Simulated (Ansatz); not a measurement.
# Band gap of Cs2LiScF6 (Fm-3m) from density functionals to GW, part 3 of 3

What gap does each level of theory give for Cs2LiScF6 (Fm-3m), and in what time?

Ansatz 0.2.0; density functionals, hybrids and G0W0, plane waves, PAW. Known limits of the many-body steps: finite bands, screening cutoff and k mesh; no spin-orbit coupling in G0W0.

So far. Step 11 (G0W0@HSE06, 4×4×4 mesh, 931 empty bands, screening to …): Over all 8 irreducible mesh points the G0W0 gap is 12.064 eV, from k = (0.000, 0.250, -0.250) to k = Γ. The HSE06 gap of this run on the mesh is 9.054 eV. The two states that bound the G0W0 gap lie that far apart at the start, so the correction of the gap is 12.064 − 9.054 = +3.010 eV. G0W0@HSE06 against G0W0@PBE with 968 bands: 12.064 − 11.157 = +0.907 eV, with the same mesh, files and cutoffs, and both edges at the same k points.

In doubt: masses and optical values from hybrid runs of this build are listed as unsure (step 11), which bears on the screening that GW takes from such a start.

## Step 13: The ladder

Each gap is the least one over the points named; times are wall times on shared hosts, not benchmarks. A G0W0 time includes the run's own self-consistent start. Runs with listed points see these and the mesh alone, so an edge that moves elsewhere is missed. Rows marked * are further runs, not shown as steps, whose inputs differ from the G0W0 step on the same start in the columns given; solver thresholds can differ too. Rows marked ? have an edge level that the program doubts. Symmetry makes (0.113, 0.113, 0.225) and (0.112, 0.112, 0.225) one point.

| level | mesh | files, cutoff | bands summed, screening | points | gap (eV) | valence top | conduction bottom | least direct gap (eV) | time |
| --- | --- | --- | --- | --- | --- | --- | --- | --- | --- |
| LDA | 4×4×4 | soft_1 PAW, 420 eV | - | mesh and listed points | 6.582 | (0.113, 0.113, 0.225) | Γ | 6.594 | 3.7 s |
| PBEsol | 4×4×4 | soft_1 PAW, 420 eV | - | mesh and listed points | 6.654 | (0.113, 0.113, 0.225) | Γ | 6.665 | 5.1 s |
| PBE | 4×4×4 | soft_1 PAW, 420 eV | - | mesh and path | 6.670 | (0.112, 0.112, 0.225) | Γ | 6.680 | 7.7 s |
| PBE+SOC | 4×4×4 | soft_1 PAW, 420 eV | - | mesh and listed points | 6.602 | (0.075, 0.075, 0.150) | Γ | 6.608 | 8.9 s |
| r2SCAN | 4×4×4 | soft_1 PAW, 500 eV | - | mesh and listed points | 7.302 | (0.113, 0.113, 0.225) | Γ | 7.314 | 5.9 s |
| HSE06 | 4×4×4 | soft_1 PAW, 420 eV | - | mesh and listed points | 9.039 | (0.113, 0.113, 0.225) | Γ | 9.053 | 53 s |
| PBE0 | 4×4×4 | soft_1 PAW, 420 eV | - | mesh and listed points | 9.829 | (0.113, 0.113, 0.225) | Γ | 9.843 | 49 s |
| DDH-PBE0 | 4×4×4 | soft_1 PAW, 420 eV | - | mesh and listed points | 11.986 | (0.113, 0.113, 0.225) | Γ | 12.000 | 64 s |
| G0W0@PBE*? | 4×4×4 | soft_1 PAW, 420 eV | 190, 54 eV | all 8 irreducible mesh points | 11.689 | (0.000, 0.250, -0.250) | Γ | 11.734 | 22 s |
| G0W0@PBE* | 4×4×4 | soft_1 PAW, 420 eV | 469, 108 eV | all 8 irreducible mesh points | 11.196 | (0.000, 0.250, -0.250) | Γ | 11.214 | 36 s |
| G0W0@PBE | 4×4×4 | soft_1 PAW, 420 eV | 968, 180 eV | all 8 irreducible mesh points | 11.157 | (0.000, 0.250, -0.250) | Γ | 11.164 | 80 s |
| G0W0@PBE* | 2×2×2 | soft_1 PAW, 420 eV | 469, 108 eV | all 3 irreducible mesh points | 11.219 | Γ | Γ | 11.219 | 12 s |
| G0W0@HSE06 | 4×4×4 | soft_1 PAW, 420 eV | 968, 180 eV | all 8 irreducible mesh points | 12.064 | (0.000, 0.250, -0.250) | Γ | 12.067 | 2.9 min |
| G0W0@LDA? | 4×4×4 | soft_1 PAW, 420 eV | 968, 180 eV | all 8 irreducible mesh points | 11.130 | (0.000, 0.250, -0.250) | Γ | 11.136 | 37 s |

## Step 14: Results

```yaml
lda_over_mesh_and_listed_points: 6.582 eV
pbesol_over_mesh_and_listed_points: 6.654 eV
pbe_over_mesh_and_path: 6.670 eV
pbe_soc_over_mesh_and_listed_points: 6.602 eV
r2scan_over_mesh_and_listed_points: 7.302 eV
hse06_over_mesh_and_listed_points: 9.039 eV
pbe0_over_mesh_and_listed_points: 9.829 eV
ddh_pbe0_over_mesh_and_listed_points: 11.986 eV
g0w0_pbe_968_bands_4x4x4_over_all_8_irreducible_mesh_points: 11.157 eV
g0w0_hse06_over_all_8_irreducible_mesh_points: 12.064 eV
g0w0_lda_over_all_8_irreducible_mesh_points: 11.130 eV
known_limits: finite bands, screening cutoff and k mesh; no spin-orbit coupling in G0W0
```

**Reading.** The rows run from 6.582 eV (LDA) to 12.064 eV (G0W0@HSE06). They differ in mesh, plane-wave cutoff, bands and screening cutoff of G0W0 and the points over which the gap was sought as well as in level, so only pairs that share these are like for like. PBEsol against LDA: 6.654 − 6.582 = +0.072 eV, with the same mesh, files and cutoff, and both edges at the same k points. PBE against PBEsol: 6.670 − 6.654 = +0.016 eV, with the same mesh, files and cutoff, and both edges at the same k points. HSE06 against PBE: 9.039 − 6.670 = +2.369 eV, with the same mesh, files and cutoff, and both edges at the same k points. PBE0 against HSE06: 9.829 − 9.039 = +0.790 eV, with the same mesh, files and cutoff, and both edges at the same k points. DDH-PBE0 against PBE0: 11.986 − 9.829 = +2.157 eV, with the same mesh, files and cutoff, and both edges at the same k points. G0W0@HSE06 against G0W0@PBE with 968 bands: 12.064 − 11.157 = +0.907 eV, with the same mesh, files and cutoffs, and both edges at the same k points. G0W0@LDA against G0W0@HSE06 with 968 bands: 11.130 − 12.064 = −0.934 eV, with the same mesh, files and cutoffs, and both edges at the same k points. The program doubts an edge level of G0W0@LDA with 968 bands (4×4×4, soft_1 PAW). The dielectric-dependent hybrid took 0.414 of exact exchange, against 0.25 in PBE0. G0W0@PBE (968 bands, 4×4×4) moves the gap of its own start on the mesh by 11.157 − 6.688 = +4.469 eV, between the same two levels. Over mesh and path, PBE puts the valence top at k = (0.112, 0.112, 0.225), where no G0W0 correction was computed. The G0W0 gap over the whole zone is therefore not known from this run; at its settings it can only be equal to or under the 11.157 eV found, and no correction is carried over from another point. For the start itself the gap is 6.670 eV over mesh and path and 6.688 eV on the mesh of the G0W0 run. G0W0@HSE06 moves the gap of its own start on the mesh by 12.064 − 9.054 = +3.010 eV, between the same two levels. Over mesh and listed points, HSE06 puts the valence top at k = (0.113, 0.113, 0.225), where no G0W0 correction was computed. The G0W0 gap over the whole zone is therefore not known from this run; at its settings it can only be equal to or under the 12.064 eV found, and no correction is carried over from another point. For the start itself the gap is 9.039 eV over mesh and listed points and 9.054 eV on the mesh of the G0W0 run. G0W0@LDA moves the gap of its own start on the mesh by 11.130 − 6.599 = +4.531 eV, between the same two levels. Over mesh and listed points, LDA puts the valence top at k = (0.113, 0.113, 0.225), where no G0W0 correction was computed. The G0W0 gap over the whole zone is therefore not known from this run; at its settings it can only be equal to or under the 11.130 eV found, and no correction is carried over from another point. For the start itself the gap is 6.582 eV over mesh and listed points and 6.599 eV on the mesh of the G0W0 run. What spin-orbit coupling does to the G0W0 levels was not computed, so no sum with the G0W0 gap is formed. For G0W0@PBE: from 190 bands and 54 eV to 968 bands and 180 eV the gap moves by 11.157 − 11.689 = −0.532 eV (rung by rung 11.689, 11.196, 11.157 eV); bands and screening cutoff rise together, so their parts are not told apart. An edge row is in doubt in the run with 190 bands, so no limit is drawn and it is not known. The other G0W0 rows are shown at one basis each (968 bands), so their distance from the limit is not known here. With the 2×2×2 mesh in place of the 4×4×4 mesh and all else as in the G0W0@PBE row with 469 bands, the gap differs by 11.219 − 11.196 = +0.023 eV, and that of the start by 6.689 − 6.688 = +0.001 eV; an edge lies at another k point, so this need not be the shift of one pair of states. For G0W0@LDA: the program marks 24 of the 48 corrected levels as in doubt (energies apart), among them the conduction bottom. The G0W0 runs are scalar-relativistic. G0W0@PBE runs of this series with other atomic data on the same mesh, not shown as steps, give 11.177 eV (hard PAW, 1050 eV, 1417 bands, screening to 234 eV); where bands and cutoffs differ too, the part of the files is not isolated.

[Paths, hosts, dates, memory and timing lines, banners, echoed tables and standing remarks are left out of the program output.]

[Logs are printed without paths, hosts, clocks, repeated set-up lines and the standing remarks that a program may print on its own settings, such as how far it seeks lower states.]

[Runs of the session that timed out or met a known fault of the program may be left out.]

[Cells called generated may have been cut or substituted from an entry of the Crystallography Open Database or the Materials Project.]

[Hosts, paths, dates, database ids (printed as entryN), source tags and the programs' standing remarks are cut or masked in the printed files.]

[Where an RPA ε∞ is given, it is that of the G0W0 mesh and is not shown converged in it. Names of k-points follow the symmetry that the program found, which can be lower than the space group named. Band edges on a path are those of the sampled points; other points can move an edge, and change direct to indirect where valleys lie close.]

[Hybrid gaps are those of their k-mesh and are not shown converged in it.]
